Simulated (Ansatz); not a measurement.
## Al2HgC2: relaxing a made-up structure

Starting from a made-up structure for Al2HgC2, the aim is the relaxed cell, its shortest contacts and, where a second run follows, its electronic structure.

Calculated with Ansatz 0.2.0; DFT, PBE, plane-wave PAW, files of the set soft_1, scalar-relativistic, no spin, cell and ions relaxed at zero pressure; PAW set soft_1, in the first sound run; inputs show where later runs differ.

## (1) Set-up

It takes space group P-3m1 (No. 164, trigonal). Conventional cell: a = 3.423 Å, b = 3.423 Å, c = 5.813 Å, α = 90.00°, β = 90.00°, γ = 120.00°. Hg has 6 C at 2.47 Å nearest. Al has 4 C at 2.08 to 2.18 Å nearest. Nearest to C lie 4 Al at 2.08 to 2.18 Å and 3 Hg at 2.47 Å. Farther neighbours are not listed.

## (2) Relaxing cell and atoms

The guessed cell has no reason to be at equilibrium. It is relaxed with the atoms, within the space group of the guess.

input.yaml

```yaml
crystal:
  lattice:
    - [3.423, 0.0, 0.0]
    - [-1.7115, 2.964404957, 0.0]
    - [0.0, 0.0, 5.813]
  atoms:
    - { symbol: Hg, position: [0.0, 0.0, 0.0] }
    - { symbol: Al, position: [0.666666667, 0.333333333, 0.6318] }
    - { symbol: Al, position: [0.333333333, 0.666666667, 0.3682] }
    - { symbol: C, position: [0.666666667, 0.333333333, 0.2562] }
    - { symbol: C, position: [0.333333333, 0.666666667, 0.7438] }
kpoints:
  mp_grid: { grid: [9, 9, 5] }
scf:
  occupations: { method: fermi_dirac, width: 0.05 }
hamiltonian:
  xc: pbe
  pseudopotentials: { kind: paw, azcp: { folder: soft_1 } }
relax:
  f_tol: 0.015
  max_steps: 70
  cell: {}
output:
  forces: true
  stress: true
```

Started as:

```bash
$ ansatz run input.yaml --threads 4 --pin off --max-ram 8192MiB --backend cpu --events-out ev --progress --plain --runs-dir out
```

Numbers of over 12 decimals in the logs are rounded to 6 here.

Output:

```text
Engine: ansatz 0.2.0, x86_64-unknown-linux-gnu
Pseudopotentials: kind: paw
Pseudopotential: Hg, paw, valence charge 20, recommended cutoff 420 eV (normal), soft_1/Hg.paw.azcp
Pseudopotential: Al, paw, valence charge 3, recommended cutoff 420 eV (normal), soft_1/Al.paw.azcp
Pseudopotential: C, paw, valence charge 4, recommended cutoff 420 eV (normal), soft_1/C.paw.azcp
Functional definition: PBE
  parameter kappa = 0.804
  parameter beta = 0.066725
  exchange = pbe_x(kappa = kappa, mu = beta*pi^2/3)
  correlation = pbe_c(beta = beta)
Crystal: 5 atoms, lattice volume = 58.985 Å³
Basis set: ecut = 420 eV, 1135 PW (Γ), exchange–correlation on 48×48×80 points (8 copies of the dense FFT grid, shifted against one another)
Bands: 22, of which v1, the nominal top of the filled ones, is band 17 counted from 1 (16 counted from 0)
Symmetry: 12 space group operations
Space group: P-3m1 (ITA 164), of the structure as read, at distance tolerance 3.9e-5 Å
k-points: 50 of 405
Non-local potential: Hg, projectors of the file, l = 0: 3, l = 1: 2, l = 2: 2, l = 3: 1
Non-local potential: Al, projectors of the file, l = 0: 2, l = 1: 2, l = 2: 1
Non-local potential: C, projectors of the file, l = 0: 2, l = 1: 2, l = 2: 1
PAW form: soft (Blöchl's): semilocal exchange-correlation on the pseudo side does not see the compensation charge
PAW one-centre angular grid: Hg, 590 points (default); XC on 64 Gauss nodes
PAW one-centre angular grid: Al, 110 points (default); XC on 64 Gauss nodes
PAW one-centre angular grid: C, 110 points (default); XC on 64 Gauss nodes
Initial density: superposition of atomic densities (chi_scale 0.1, normalization cell, long waves kept (reshape's long-wave potential 0.02 eV rms))
Initial wavefunctions: pseudopotential atomic-orbital guess
Functional: x = pbe(κ = 0.804, μ = 0.219515), c = pbe(β = 0.066725)
SCF iter   1: F=—  HF=-15391.873131 eV  |F-HF|=—  |Δ(HF+E_count)|=         —  Δρ=9.90e-2  dr2=1.15e1  ethr=3.10e-3  ⟨swp⟩=5.7  Hψ=4885  notcnv=0
preconditioner: auto → Resta (q_TF=auto, 2.489 Å⁻¹)  ε∞=7.3  [insulator: Δε(μ)=0.422 eV  Ē_g=9.851 eV  σ=0.050 eV  W_gap=0.96  n_scr=22 (ndim 8)  ℏωp=24.7 eV  f_vac=0.000  D(μ)=0.01/eV (n_scr^D=0)  ε∞_Penn≈7.3]
SCF iter   2: F=—  HF=-15389.038422 eV  |F-HF|=—  |Δ(HF+E_count)|=    2.83e0  Δρ=3.78e-2  dr2=1.73e0  ethr=3.10e-3  ⟨swp⟩=3.0  Hψ=2512  notcnv=0  defer=35
SCF iter   3: F=—  HF=-15388.560591 eV  |F-HF|=—  |Δ(HF+E_count)|=   4.78e-1  Δρ=1.36e-2  dr2=1.17e-1  ethr=3.10e-3  ⟨swp⟩=2.3  Hψ=1854  notcnv=0  defer=38
SCF iter   4: F=—  HF=-15388.539114 eV  |F-HF|=—  |Δ(HF+E_count)|=   2.15e-2  Δρ=3.27e-3  dr2=4.51e-3  ethr=3.43e-4  ⟨swp⟩=2.4  Hψ=1667  notcnv=0  defer=39
SCF iter   5: F=—  HF=-15388.539490 eV  |F-HF|=—  |Δ(HF+E_count)|=   3.76e-4  Δρ=4.34e-4  dr2=1.32e-4  ethr=1.33e-5  ⟨swp⟩=2.0  Hψ=1710  notcnv=0  defer=38
SCF iter   6: F=—  HF=-15388.539534 eV  |F-HF|=—  |Δ(HF+E_count)|=   4.41e-5  Δρ=1.48e-4  dr2=1.20e-5  ethr=3.89e-7  ⟨swp⟩=2.0  Hψ=1707  notcnv=0  defer=38
SCF iter   7: F=—  HF=-15388.539426 eV  |F-HF|=—  |Δ(HF+E_count)|=   1.08e-4  Δρ=3.97e-5  dr2=8.67e-7  ethr=3.53e-8  ⟨swp⟩=2.1  Hψ=1914  notcnv=0  defer=38
SCF iter   8: F=-15388.539427 eV  HF=-15388.539427 eV  |F-HF|=3.23e-9  |Δ(HF+E_count)|=   9.61e-8  Δρ=6.73e-6  dr2=2.84e-8  ethr=2.94e-10  ⟨swp⟩=4.0  Hψ=3593  notcnv=0
SCF 1 converged in 8 iterations: F = -15388.539427 eV  dr2 = 2.84e-8
  greatest PAW one-centre occupation: 1.000 electrons in one spin orbital (limit 2), on the Hg atom at site 0 (counted from 0), in its partial waves of l = 0
relax step   1: F+E_penalty+E_count = -15388.53942655 eV  Δ(F+E_penalty+E_count) = +0.000e0 eV  max|allowed force component| = 2.898e0 eV/Å  Δτ_max = 0.0000 Å  P = +13.987 GPa  Ω = 58.985 Å³  (8 SCF iters, dr2 threshold 1.00e-7 eV, accepted)
Crystal: 5 atoms, lattice volume = 64.731 Å³
Basis set: ecut = 420 eV, 1275 PW (Γ), exchange–correlation on 48×48×80 points (8 copies of the dense FFT grid, shifted against one another)
Initial density: handed on by an earlier stage of this run
Initial wavefunctions: those handed on with the density
iter 1 solved again at ethr=6.61e-4 eV; its pass at ethr=3.10e-3 eV (dr2=2.25e-1 eV) is discarded
SCF iter   1: F=—  HF=-15389.624595 eV  |F-HF|=—  |Δ(HF+E_count)|=         —  Δρ=1.66e-2  dr2=2.28e-1  ethr=6.61e-4  ⟨swp⟩=1.0  Hψ=6191  notcnv=0
preconditioner: auto → Kerker (q_TF=auto, 2.451 Å⁻¹)  [metal: Δε(μ)=0.058 eV  Ē_g=10.134 eV  σ=0.050 eV  W_gap=0.28  n_scr=22 (ndim 8)  ℏωp=23.5 eV  f_vac=0.000  D(μ)=0.50/eV (n_scr^D=2)]
SCF iter   2: F=—  HF=-15389.571981 eV  |F-HF|=—  |Δ(HF+E_count)|=   5.26e-2  Δρ=7.44e-3  dr2=4.24e-2  ethr=6.61e-4  ⟨swp⟩=2.6  Hψ=1674  notcnv=0
SCF iter   3: F=—  HF=-15389.560621 eV  |F-HF|=—  |Δ(HF+E_count)|=   1.14e-2  Δρ=2.02e-3  dr2=3.12e-3  ethr=1.25e-4  ⟨swp⟩=2.3  Hψ=1763  notcnv=0  defer=7
SCF iter   4: F=—  HF=-15389.560427 eV  |F-HF|=—  |Δ(HF+E_count)|=   1.93e-4  Δρ=4.69e-4  dr2=2.66e-4  ethr=9.18e-6  ⟨swp⟩=2.4  Hψ=1814  notcnv=0  defer=7
SCF iter   5: F=—  HF=-15389.560453 eV  |F-HF|=—  |Δ(HF+E_count)|=   2.59e-5  Δρ=1.04e-4  dr2=2.38e-5  ethr=7.81e-7  ⟨swp⟩=2.1  Hψ=1294  notcnv=0  defer=7
SCF iter   6: F=—  HF=-15389.560450 eV  |F-HF|=—  |Δ(HF+E_count)|=   2.88e-6  Δρ=2.83e-5  dr2=9.65e-7  ethr=7.00e-8  ⟨swp⟩=2.0  Hψ=1277  notcnv=0  defer=7
SCF iter   7: F=-15389.560450 eV  HF=-15389.560450 eV  |F-HF|=1.11e-8  |Δ(HF+E_count)|=   6.47e-8  Δρ=6.06e-6  dr2=2.56e-8  ethr=1.47e-9  ⟨swp⟩=4.0  Hψ=3487  notcnv=0
SCF 2 converged in 7 iterations: F = -15389.560450 eV  dr2 = 2.56e-8
relax step   2: F+E_penalty+E_count = -15389.56045034 eV  Δ(F+E_penalty+E_count) = -1.021e0 eV  max|allowed force component| = 1.026e0 eV/Å  Δτ_max = 0.1790 Å  P = +0.256 GPa  Ω = 64.731 Å³  energy of the carried Pulay correction = -4.361e-3 eV  (7 SCF iters, dr2 threshold 5.00e-7 eV, accepted)
Crystal: 5 atoms, lattice volume = 65.779 Å³
Basis set: ecut = 420 eV, 1287 PW (Γ), exchange–correlation on 48×48×80 points (8 copies of the dense FFT grid, shifted against one another)
iter 1 solved again at ethr=9.98e-5 eV; its pass at ethr=3.10e-3 eV (dr2=3.39e-2 eV) is discarded
SCF iter   1: F=—  HF=-15389.769095 eV  |F-HF|=—  |Δ(HF+E_count)|=         —  Δρ=8.28e-3  dr2=3.40e-2  ethr=9.98e-5  ⟨swp⟩=1.0  Hψ=6201  notcnv=0
preconditioner: auto → Kerker (q_TF=auto, 2.444 Å⁻¹)  [metal: Δε(μ)=0.085 eV  Ē_g=9.974 eV  σ=0.050 eV  W_gap=0.39  n_scr=22 (ndim 8)  ℏωp=23.3 eV  f_vac=0.000  D(μ)=0.58/eV (n_scr^D=2)]
SCF iter   2: F=—  HF=-15389.762226 eV  |F-HF|=—  |Δ(HF+E_count)|=   6.87e-3  Δρ=4.31e-3  dr2=9.66e-3  ethr=9.98e-5  ⟨swp⟩=1.0  Hψ=1102  notcnv=0
SCF iter   3: F=—  HF=-15389.759866 eV  |F-HF|=—  |Δ(HF+E_count)|=   2.36e-3  Δρ=5.88e-4  dr2=2.30e-4  ethr=2.84e-5  ⟨swp⟩=2.1  Hψ=1403  notcnv=0
SCF iter   4: F=—  HF=-15389.759787 eV  |F-HF|=—  |Δ(HF+E_count)|=   7.84e-5  Δρ=2.15e-4  dr2=2.19e-5  ethr=6.77e-7  ⟨swp⟩=2.2  Hψ=1474  notcnv=0
SCF iter   5: F=-15389.759793 eV  HF=-15389.759793 eV  |F-HF|=5.93e-8  |Δ(HF+E_count)|=   5.88e-6  Δρ=2.49e-5  dr2=3.69e-7  ethr=1.47e-9  ⟨swp⟩=3.0  Hψ=4122  notcnv=0
SCF 3 converged in 5 iterations: F = -15389.759793 eV  dr2 = 3.69e-7
relax step   3: F+E_penalty+E_count = -15389.75979302 eV  Δ(F+E_penalty+E_count) = -1.993e-1 eV  max|allowed force component| = 4.654e-1 eV/Å  Δτ_max = 0.0968 Å  P = +0.624 GPa  Ω = 65.779 Å³  energy of the carried Pulay correction = -5.113e-3 eV  (5 SCF iters, dr2 threshold 5.00e-7 eV, accepted)
[... from here on, the SCF cycles and remarks between the steps are left out ...]
relax step   4: F+E_penalty+E_count = -15389.81454792 eV  Δ(F+E_penalty+E_count) = -5.475e-2 eV  max|allowed force component| = 3.446e-1 eV/Å  Δτ_max = 0.0221 Å  P = +0.316 GPa  Ω = 66.777 Å³  energy of the carried Pulay correction = -5.818e-3 eV  (6 SCF iters, dr2 threshold 5.00e-7 eV, accepted)
relax step   5: F+E_penalty+E_count = -15389.82326395 eV  Δ(F+E_penalty+E_count) = -8.716e-3 eV  max|allowed force component| = 1.804e-1 eV/Å  Δτ_max = 0.0455 Å  P = +0.086 GPa  Ω = 67.151 Å³  energy of the carried Pulay correction = -6.079e-3 eV  (6 SCF iters, dr2 threshold 5.00e-7 eV, accepted)
relax step   6: F+E_penalty+E_count = -15389.82685648 eV  Δ(F+E_penalty+E_count) = -3.593e-3 eV  max|allowed force component| = 1.200e-2 eV/Å  Δτ_max = 0.0156 Å  P = +0.085 GPa  Ω = 67.208 Å³  energy of the carried Pulay correction = -6.119e-3 eV  (5 SCF iters, dr2 threshold 5.00e-7 eV, accepted)
relax step   7: F+E_penalty+E_count = -15389.82683854 eV  Δ(F+E_penalty+E_count) = +1.794e-5 eV  max|allowed force component| = 4.363e-4 eV/Å  Δτ_max = 0.0011 Å  P = -0.015 GPa  Ω = 67.278 Å³  energy of the carried Pulay correction = -6.167e-3 eV  (5 SCF iters, dr2 threshold 2.10e-8 eV, accepted)
relax step   8: F+E_penalty+E_count = -15389.84549985 eV  Δ(F+E_penalty+E_count) = -1.866e-2 eV  max|allowed force component| = 6.932e-3 eV/Å  Δτ_max = 0.0000 Å  P = +0.328 GPa  Ω = 67.278 Å³  stress off target by 6.57e-1 GPa  SCF on the basis re-selected at this cell (its energy is not comparable with the rows above)  (7 SCF iters)
relax step   9: F+E_penalty+E_count = -15389.84625087 eV  Δ(F+E_penalty+E_count) = -7.510e-4 eV  max|allowed force component| = 4.187e-3 eV/Å  Δτ_max = 0.0062 Å  P = +0.027 GPa  Ω = 67.665 Å³  energy of the carried Pulay correction = -2.720e-4 eV  (6 SCF iters, dr2 threshold 5.00e-7 eV, accepted)
relax step  10: F+E_penalty+E_count = -15389.84624599 eV  Δ(F+E_penalty+E_count) = +4.885e-6 eV  max|allowed force component| = 5.396e-4 eV/Å  Δτ_max = 0.0014 Å  P = -0.001 GPa  Ω = 67.743 Å³  energy of the carried Pulay correction = -3.272e-4 eV  (6 SCF iters, dr2 threshold 3.95e-8 eV, accepted)
iter 1 solved again at ethr=5.51e-8 eV; its pass at ethr=3.10e-3 eV (dr2=1.87e-5 eV) is discarded
SCF iter   1: F=—  HF=-15389.846606 eV  |F-HF|=—  |Δ(HF+E_count)|=         —  Δρ=9.58e-5  dr2=1.83e-7  ethr=5.51e-8  ⟨swp⟩=3.0  Hψ=7979  notcnv=0
preconditioner: auto → Kerker (q_TF=auto, 2.432 Å⁻¹)  [metal: Δε(μ)=0.040 eV  Ē_g=9.833 eV  σ=0.050 eV  W_gap=0.19  n_scr=22 (ndim 8)  ℏωp=23.0 eV  f_vac=0.000  D(μ)=0.80/eV (n_scr^D=2)]
SCF iter   2: F=—  HF=-15389.846580 eV  |F-HF|=—  |Δ(HF+E_count)|=   2.60e-5  Δρ=4.85e-5  dr2=4.28e-8  ethr=5.39e-10  ⟨swp⟩=2.0  Hψ=1762  notcnv=0
SCF iter   3: F=—  HF=-15389.846589 eV  |F-HF|=—  |Δ(HF+E_count)|=   9.00e-6  Δρ=5.86e-6  dr2=1.05e-9  ethr=1.26e-10  ⟨swp⟩=2.5  Hψ=1740  notcnv=0
SCF iter   4: F=—  HF=-15389.846589 eV  |F-HF|=—  |Δ(HF+E_count)|=   1.26e-7  Δρ=4.24e-7  dr2=1.17e-10  ethr=3.08e-12  ⟨swp⟩=2.7  Hψ=1717  notcnv=0
SCF iter   5: F=-15389.846589 eV  HF=-15389.846589 eV  |F-HF|=7.28e-12  |Δ(HF+E_count)|=  1.02e-10  Δρ=9.37e-8  dr2=1.76e-11  ethr=1.00e-12  ⟨swp⟩=4.0  Hψ=3486  notcnv=0
SCF 11 converged in 5 iterations: F = -15389.846589 eV  dr2 = 1.76e-11
relax step  11: F+E_penalty+E_count = -15389.84658898 eV  Δ(F+E_penalty+E_count) = -3.430e-4 eV  max|allowed force component| = 4.312e-4 eV/Å  Δτ_max = 0.0000 Å  P = -0.003 GPa  Ω = 67.743 Å³  stress off target by 8.72e-3 GPa  SCF on the basis re-selected at this cell (its energy is not comparable with the rows above)  (5 SCF iters)
basis re-selected at this cell: Δ(F+E_penalty+E_count) = -3.430e-4 eV, ΔP = -0.002 GPa vs the last step (what re-selecting the basis moved, of the pressure what is left beyond the Pulay correction that the steps carried, after the strain that the cell walked since its last selection, with what the two solves' SCF thresholds leave and, on support functions, any second-order correction that the steps lacked; it is no m [...]
SCF converged after 5 iterations
Free energy (F): -15389.846589 eV
Harris-Foulkes:  -15389.846589 eV  (|F-HF|=7.28e-12)
Internal energy: -15389.840391 eV  (E = F + TS)
E sigma→0 (E₀):  -15389.843490 eV
Entropy (-TS):   -0.006198 eV (-1.240 meV/atom)
Fermi energy:    10.385934 eV
--- Per-component energies (eV) ---
  E_band       = -400.369560
  E_kinetic    = 792.007165
  E_local      = -3705.648311  (includes V_loc(G=0)·N_el)
  E_nonlocal   = 150.622210
  E_hartree    = 1631.710370
  E_xc         = -379.869373
  E_vxc        = -423.999105  (∫ρ·V_xc dr)
  E_paw        = -11095.408708  (= ΣΔE_a)
  E_vpaw       = -476.772607  (= ΣTr[D̂ρ^β])
  E_aug_tail   = 0.000513  (compensation charges beyond the density's cutoff)
  E_ewald      = -2783.254255
  E_smearing   = -0.006198  (= −TS)
  E_closure    = 0.000000  (closes the sum)
  Σ components = -15389.846589   (vs F -15389.846589, Δ=0.00e0)
--- Forces (eV/Å), atoms counted from 1 ---
  atom   1  Hg     0.00000000    -0.00000000     0.00000000
  atom   2  Al    -0.00000000    -0.00000000    -0.00017555
  atom   3  Al    -0.00000000     0.00000000     0.00017555
  atom   4  C      0.00000000     0.00000000     0.00043123
  atom   5  C     -0.00000000    -0.00000000    -0.00043123
  max |Σ_I F_I| component: 5.32e-17 eV/Å
--- Stress (GPa, compression-positive) ---
       -0.008668       0.000000       0.000000
        0.000000      -0.008668       0.000000
       -0.000000       0.000000       0.008716
  P = ⅓ Tr σ = -0.0029 GPa (-0.029 kbar)
--- Relaxed structure (9 steps of the walk, 9 accepted, 2 SCFs on fresh bases) ---
  F+E_penalty+E_count = -15389.84658898 eV   max|allowed force component| = 4.312e-4 eV/Å   (the final SCF, on the basis selected at the relaxed cell)
  cell:  # Å, volume = 67.7431 Å³
    - [3.451031, 0, 0]
    - [-1.725516, 2.988681, 0]
    - [0, 0, 6.568048]
  atoms:
    - { symbol: Hg, position: [0, 0, 0] }
    - { symbol: Al, position: [0.666667, 0.333333, 0.648467] }
    - { symbol: Al, position: [0.333333, 0.666667, 0.351533] }
    - { symbol: C, position: [0.666667, 0.333333, 0.310218] }
    - { symbol: C, position: [0.333333, 0.666667, 0.689782] }
```

It took 6.4 s on 4 threads of AMD EPYC 9B14 (Zen 4), shared host; peak memory 0.48 GiB.

Step by step:

```
step  energy less that of the first step (eV)  largest force component (eV/Å)  pressure (GPa)  volume (Å³)
   1                                   0.0000                          2.8977           13.99        58.99
   2                                  -1.0210                          1.0260            0.26        64.73
   3                                  -1.2204                          0.4654            0.62        65.78
   4                                  -1.2751                          0.3446            0.32        66.78
   5                                  -1.2838                          0.1804            0.09        67.15
   6                                  -1.2874                          0.0120            0.08        67.21
   7                                  -1.2874                          0.0004           -0.02        67.28
  8*                                  -1.3061                          0.0069            0.33        67.28
   9                                  -1.3068                          0.0042            0.03        67.66
  10                                  -1.3068                          0.0005            0.00        67.74
 11*                                  -1.3072                          0.0004            0.00        67.74
```

Relaxation steps marked * repeat the geometry before them on a plane-wave basis chosen anew for their cell, so energy and pressure can jump there.

Forces are held to the 12 operations that the run works with; a distortion that breaks them can't arise in this run.

```
     cell as run  before  after   change
           a (Å)   3.423  3.451   +0.8 %
           b (Å)   3.423  3.451   +0.8 %
           c (Å)   5.813  6.568  +13.0 %
volume (Å³/atom)   11.80  13.55  +14.8 %
```

The atoms that moved most (Å, as changes of fractional coordinates times the final cell):

```
atom     dx     dy      dz  length
  C5  0.000  0.000  -0.355   0.355
  C4  0.000  0.000   0.355   0.355
 Al2  0.000  0.000   0.109   0.109
 Al3  0.000  0.000  -0.109   0.109
```

Final coordinates:

```xyz
5
Lattice="3.4510 0.0000 0.0000 -1.7255 2.9887 0.0000 0.0000 0.0000 6.5680" Properties=species:S:1:pos:R:3 pbc="T T T"
Hg    0.0000    0.0000    0.0000
Al    1.7255    0.9962    4.2592
Al    0.0000    1.9925    2.3089
C     1.7255    0.9962    2.0375
C     0.0000    1.9925    4.5305
```

Numbers from this step:

```
free energy             : -15389.8466 eV
energy at zero smearing : -15389.8435 eV
smearing term TS        : 0.006198 eV
Fermi energy            : 10.39 eV
electrons               : 34
symmetry operations     : 12
pressure                : -0.002873 GPa
```

Shortest distances by pair of elements, guess and relaxed (not always the same contact):

```
 pair  guess (Å)  relaxed (Å)
 Al–C      2.081        2.011
Al–Al      2.501        2.788
 C–Hg      2.475        2.850
Al–Hg      2.913        3.050
  C–C      3.423        3.191
```

The relaxation ends with a largest force component of 4.3e-4 eV/Å and a pressure of 0.00 GPa.

(Part 1 of 2 ends here.)

[Logs are printed without paths, hosts, clocks, repeated set-up lines and the standing remarks that a program may print on its own settings, such as how far it seeks lower states.]

[Hosts, paths, dates, database ids (printed as entryN), source tags and the programs' standing remarks are cut or masked in the printed files.]
